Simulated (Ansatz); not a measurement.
# 3-layer 1T-SnO2 (AA) in a perpendicular field, part 2 of 2

Wanted: the out-of-plane response of the 3-layer 1T-SnO2 (AA). A positive field points along +c.

Ansatz 0.2.0; plane-wave DFT, PBE-D4, Ansatz PAW (the session's first sound run).

So far. Step 11 (Field on, atoms free, field -0.1 V/Å): The dipole is -0.0506 e·Å, and the gap on the mesh 2.109 eV.

## Step 12: Response, atoms relaxed

This step: plane-wave DFT, PBE-D4, Ansatz PAW; response to a field along the normal, atoms relaxed (Ansatz 0.2.0).

The same analysis on the two relaxed runs holds the ionic part too; their mesh is coarser, so small differences from the held value can come from that.

This step gave:

```yaml
equivalent_conductor_thickness_p_eps_0ae: 10.24 Å
```

Dipole of the cell against applied field:

```csv
applied field (V/Å),dipole of the cell (e·Å)
-0.1000,-0.0506
0.1000,0.0506
```

Local field over the applied field, running mean. From the potentials at -0.1 and 0.1 V/Å; running mean over 2.5 Å. Table of local field over applied field by z:

z (Å), local field over applied field and a bar from the least value:
```
      4.5      1.000 ##############################
      5.0      0.999 ##############################
      5.5      0.998 ##############################
      6.0      0.992 ##############################
      6.5      0.972 #############################
      7.0      0.905 ###########################
      7.5      0.805 ########################
      8.0      0.739 ######################
      8.5      0.402 ############
      9.0      0.279 #########
      9.5      0.010 #
     10.0      0.022 #
     10.5     -0.009 
     11.0      0.245 ########
     11.5      0.306 #########
     12.0      0.530 ################
     12.5      0.564 #################
     13.0      0.330 ##########
     13.5      0.268 ########
     14.0      0.022 #
     14.5      0.021 #
     15.0     -0.014 
     15.5      0.222 #######
     16.0      0.299 #########
     16.5      0.506 ###############
     17.0      0.579 ##################
     17.5      0.346 ###########
     18.0      0.278 #########
     18.5      0.040 ##
     19.0      0.012 #
     19.5     -0.012 
     20.0      0.213 #######
     20.5      0.353 ###########
     21.0      0.656 ####################
     21.5      0.802 ########################
     22.0      0.866 ##########################
     22.5      0.962 #############################
     23.0      0.989 ##############################
     23.5      0.997 ##############################
     24.0      0.999 ##############################
     24.5      1.000 ##############################
     25.0      1.000 ##############################
```

Electrons, planar mean, per unit field. Table of induced electron density by z:

z (Å), induced electron density (e/Å³ per V/Å) and a bar from the least value:
```
      5.0     0.0000 ##############
      5.5     0.0000 ##############
      6.0     0.0000 ##############
      6.5     0.0001 ##############
      7.0     0.0004 ##############
      7.5     0.0012 ###############
      8.0     0.0038 ###############
      8.5     0.0113 ##################
      9.0    -0.0038 #############
      9.5    -0.0423 
     10.0    -0.0025 #############
     10.5     0.0434 #############################
     11.0     0.0054 ################
     11.5    -0.0107 ###########
     12.0    -0.0027 #############
     12.5     0.0019 ###############
     13.0     0.0095 #################
     13.5    -0.0007 ##############
     14.0    -0.0379 #
     14.5    -0.0135 ##########
     15.0     0.0454 #############################
     15.5     0.0088 #################
     16.0    -0.0113 ##########
     16.5    -0.0033 #############
     17.0     0.0014 ###############
     17.5     0.0082 #################
     18.0     0.0019 ###############
     18.5    -0.0344 ###
     19.0    -0.0240 ######
     19.5     0.0475 ##############################
     20.0     0.0132 ###################
     20.5    -0.0118 ##########
     21.0    -0.0051 ############
     21.5    -0.0016 ##############
     22.0    -0.0005 ##############
     22.5    -0.0002 ##############
     23.0     0.0000 ##############
     23.5     0.0000 ##############
     24.0     0.0000 ##############
```

The induced dipole is that of a conductor 10.24 Å thick.

## Step 13: With spin-orbit coupling, k-mesh 12×12×1

This step: plane-wave DFT, PBE, fully relativistic PAW with spin-orbit coupling (Ansatz 0.2.0).

Heavy atoms split their bands by spin-orbit coupling, so this run uses fully relativistic files and two-component states.

input.yaml reads:

```yaml
crystal:
  lattice:
    - [3.2142496997, 0.0, 0.0]
    - [-1.6071248499, 2.7836218941, 0.0]
    - [0.0, 0.0, 29.1302968556]
  atoms:
    - { symbol: O, position: [0.6666666667, 0.3333333333, 0.3089566867] }
    - { symbol: Sn, position: [0.0, 0.0, 0.3437686084] }
    - { symbol: O, position: [0.3333333333, 0.6666666667, 0.3784620128] }
    - { symbol: O, position: [0.6666666667, 0.3333333333, 0.4653328187] }
    - { symbol: Sn, position: [0.0, 0.0, 0.5] }
    - { symbol: O, position: [0.3333333333, 0.6666666667, 0.5346671813] }
    - { symbol: O, position: [0.6666666667, 0.3333333333, 0.6215379872] }
    - { symbol: Sn, position: [0.0, 0.0, 0.6562313916] }
    - { symbol: O, position: [0.3333333333, 0.6666666667, 0.6910433133] }
kpoints:
  mp_grid: { grid: [12, 12, 1] }
  band_path:
    path: [[0, 0, 0], [0.5, 0, 0], [0.33333333, 0.33333333, 0], [0, 0, 0]]
    npoints: 16
hamiltonian:
  xc: pbe
  pseudopotentials: { kind: paw_fr }
magnetization:
  noncollinear: true
  spin_orbit: true
scf:
  occupations: { method: fermi_dirac, width: 0.02585 }
  convergence: { dr2_threshold: 1.0e-09 }
efield:
  axis: 3
  dipole_correction: true
  ramp_position: 0.97
  ramp_width: 0.06
  amplitude: 0
output:
  write_potential: true
  write_density: true
  volumetric_format: npy
```

Command:

```bash
ansatz run input.yaml --threads 4 --pin off --max-ram 6144MiB --backend cpu --events-out ev --progress --plain --runs-dir out
```

Wall time 77 s (4 threads of AMD EPYC 9R14 (Zen 4), shared host); peak memory 2.5 GiB.

Numbers from this step:

```yaml
gap_on_the_k_mesh: 2.157 eV
dipole_along_the_normal: -7.19e-6 e·Å
gap_along_the_path: 2.152 eV
smallest_direct_gap_along_the_path: 2.353 eV
electron_affinity_upper_face: 6.072 eV
gap_the_smaller_of_path_and_mesh: 2.152 eV
```

Electronic bands along the path, in eV, zero at the Fermi level of the run, which the smearing sets inside the gap:

```csv
point,band 75,band 76,band 77,band 78,band 79,band 80,band 81,band 82
Γ,-1.84,-1.84,-1.32,-1.32,1.03,1.03,1.56,1.56
halfway,-1.34,-1.34,-1.15,-1.15,3.29,3.29,3.41,3.41
M,-1.38,-1.38,-1.35,-1.35,4.21,4.21,4.24,4.24
halfway,-1.25,-1.25,-1.21,-1.21,4.68,4.68,4.69,4.69
K,-1.21,-1.21,-1.19,-1.19,5.05,5.05,5.09,5.09
halfway,-1.23,-1.23,-1.13,-1.13,3.75,3.75,3.82,3.82
Γ,-1.84,-1.84,-1.32,-1.32,1.03,1.03,1.56,1.56
```

The gap is 2.15 eV, with the valence edge 8.22 eV and the conduction edge 6.07 eV under the upper vacuum level.

## Step 14: With spin-orbit coupling, k-mesh 12×12×1, field 0.3 V/Å

The same in a field along the normal.

Edit input.yaml of step 13 so:

```diff
@@ -17,5 +17,3 @@
   mp_grid: { grid: [12, 12, 1] }
-  band_path:
-    path: [[0, 0, 0], [0.5, 0, 0], [0.33333333, 0.33333333, 0], [0, 0, 0]]
-    npoints: 16
+  band_path: { path: [[0, 0, 0], [0.12, 0, 0]], npoints: 24 }
 hamiltonian:
@@ -32,5 +30,5 @@
   dipole_correction: true
-  ramp_position: 0.97
-  ramp_width: 0.06
-  amplitude: 0
+  ramp_position: 0.9412
+  ramp_width: 0.1175
+  amplitude: 0.3
 output:
```

It took 61 s on 4 threads; peak memory 2.5 GiB; 4 min of CPU time.

Numbers from this step:

```yaml
gap_on_the_k_mesh: 1.645 eV
dipole_along_the_normal: 0.1345 e·Å
gap_along_the_path: 1.811 eV
smallest_direct_gap_along_the_path: 2.008 eV
gap_the_smaller_of_path_and_mesh: 1.645 eV
```

The dipole is 0.134 e·Å, and the gap 1.645 eV.

## Step 15: Varying the input

This step: plane-wave DFT, PBE-D4, Ansatz PAW, but for the change named below (Ansatz 0.2.0).

A run with a changed input: it repeats the earlier run at 0.03 V/Å with hamiltonian.dispersion from d4 to d3bjatm, magnetization to spin_polarized: true and scf.occupations.width from 0.02585 to 0.01.

input.yaml, the sections that differ from step 14:

```yaml
kpoints:
  mp_grid: { grid: [18, 18, 1] }
  band_path:
    path: [[0, 0, 0], [0.5, 0, 0], [0.33333333, 0.33333333, 0], [0, 0, 0]]
    npoints: 16
hamiltonian:
  xc: pbe
  dispersion: d3bjatm
scf:
  occupations: { method: fermi_dirac, width: 0.01 }
  convergence: { dr2_threshold: 1.0e-10 }
efield:
  axis: 3
  dipole_correction: true
  ramp_position: 0.97
  ramp_width: 0.06
  amplitude: 0.03
magnetization:
  spin_polarized: true
# crystal, output: as in step 14
```

Run time: 16 s. Hardware: 4 threads; peak memory 1.2 GiB; 61 s of CPU time.

This step gave:

```
gap on the k-mesh                 : 2.143 eV
dipole along the normal           : 0.01343 e·Å
gap along the path                : 2.141 eV
gap, the smaller of path and mesh : 2.141 eV
```

Deep bands are left out, so band numbers here count from the lowest band kept and differ from the log's. The electronic bands at the labelled points (eV, zero at the Fermi level of the run, which the smearing sets inside the gap; # counts the bands kept):

```csv
point,up #16,up #17,up #18,up #19,down #16,down #17,down #18,down #19
Γ,-1.88,-1.82,-1.29,1.05,-1.88,-1.82,-1.29,1.05
halfway,-1.58,-1.32,-1.12,3.30,-1.58,-1.32,-1.12,3.30
M,-1.40,-1.36,-1.30,4.21,-1.40,-1.36,-1.30,4.21
halfway,-1.37,-1.23,-1.17,4.67,-1.37,-1.23,-1.17,4.67
K,-1.38,-1.17,-1.16,5.05,-1.38,-1.17,-1.16,5.05
halfway,-1.43,-1.21,-1.09,3.76,-1.43,-1.21,-1.09,3.76
Γ,-1.88,-1.82,-1.29,1.05,-1.88,-1.82,-1.29,1.05
```

```csv
quantity,this run,earlier run,difference
dipole along the normal (e·Å),0.01343,0.01344,-9.4e-7
gap along the path (eV),2.141,2.141,-7.0e-6
gap on the k-mesh (eV),2.143,2.143,2.5e-6
```

Nothing in the table moves by 0.01 in its unit (for the dipole 0.5 % and 5e-5 e·Å). The run took 16 SCF cycles against 14.

No band crosses the Fermi level on this path.

## Step 16: A changed input

This step: plane-wave DFT, PBE-D4, Ansatz PAW (Ansatz 0.2.0).

Another changed input: it repeats the earlier run at 0.03 V/Å with basis.xc_grid to 1, scf.occupations.method from fermi_dirac to methfessel_paxton, scf.occupations.width from 0.02585 to 0.005 and crystal.symmetry to detect: false.

Edit input.yaml of step 15 so:

```diff
@@ -15,2 +15,3 @@
     - { symbol: O, position: [0.3333333333, 0.6666666667, 0.6910433133] }
+  symmetry: { detect: false }
 kpoints:
@@ -22,5 +23,5 @@
   xc: pbe
-  dispersion: d3bjatm
+  dispersion: d4
 scf:
-  occupations: { method: fermi_dirac, width: 0.01 }
+  occupations: { method: methfessel_paxton, width: 0.005 }
   convergence: { dr2_threshold: 1.0e-10 }
@@ -36,3 +37,3 @@
   volumetric_format: npy
-magnetization:
-  spin_polarized: true
+basis:
+  xc_grid: 1
```

The job ended after 46 s (4 threads; peak memory 2.2 GiB).

Numbers from this step:

```
smallest direct gap along the path : 2.345 eV
```

Electronic bands along the path, in eV, zero at the Fermi level of the run, which the smearing sets inside the gap:

```csv
point,band 36,band 37,band 38,band 39,band 40,band 41,band 42,band 43
Γ,-1.86,-1.86,-1.80,-1.27,1.07,1.60,2.16,4.55
halfway,-1.57,-1.56,-1.30,-1.10,3.32,3.46,3.61,5.81
M,-1.49,-1.38,-1.34,-1.28,4.22,4.29,4.35,6.07
halfway,-1.41,-1.35,-1.21,-1.15,4.68,4.73,4.78,6.94
K,-1.36,-1.36,-1.16,-1.14,5.07,5.13,5.19,8.13
halfway,-1.71,-1.42,-1.19,-1.08,3.78,3.86,3.95,6.37
Γ,-1.86,-1.86,-1.80,-1.27,1.07,1.60,2.16,4.55
```

```csv
quantity,this run,earlier run,difference
dipole along the normal (e·Å),0.01343,0.01344,-5.3e-7
gap along the path (eV),2.141,2.141,0
smallest direct gap along the path (eV),2.345,2.345,0
gap on the k-mesh (eV),2.143,2.143,1.1e-7
```

Nothing in the table moves by 0.01 in its unit (for the dipole 0.5 % and 5e-5 e·Å).

## Step 17: What came out

```
gap without field                             : 2.15 eV
ionisation energy, upper face                 : 8.22 eV
electron affinity, upper face                 : 6.08 eV
equivalent conductor thickness, atoms held    : 9.06 Å
equivalent conductor thickness, atoms relaxed : 10.2 Å
```

**Reading.** The induced dipole equals that of a perfect conductor 9.06 Å thick, while the outer atoms lie 11.13 Å apart; an out-of-plane ε follows only once a thickness t is chosen, by 1 − 1/ε = 9.06 Å / t. The gap goes from 2.15 eV to 1.76 eV at -0.25 V/Å. Letting the atoms follow the field adds 1.19 Å to the equivalent conductor thickness: the ionic part of the response. With the field reversed the gap is 1.76 eV at 0.25 V/Å. Semilocal functionals give gaps that are too small, and excitons are not included. The field series itself is without spin-orbit coupling.

[Logs are printed without paths, hosts, clocks, repeated set-up lines and the standing remarks that a program may print on its own settings, such as how far it seeks lower states.]

[Hosts, paths, dates, database ids (printed as entryN), source tags and the programs' standing remarks are cut or masked in the printed files.]

[Maps of the electrostatic potential energy from Ansatz leave out the sawtooth potential of an applied field or a dipole correction, so their vacuum need not be flat; planar profiles and work functions include it.]
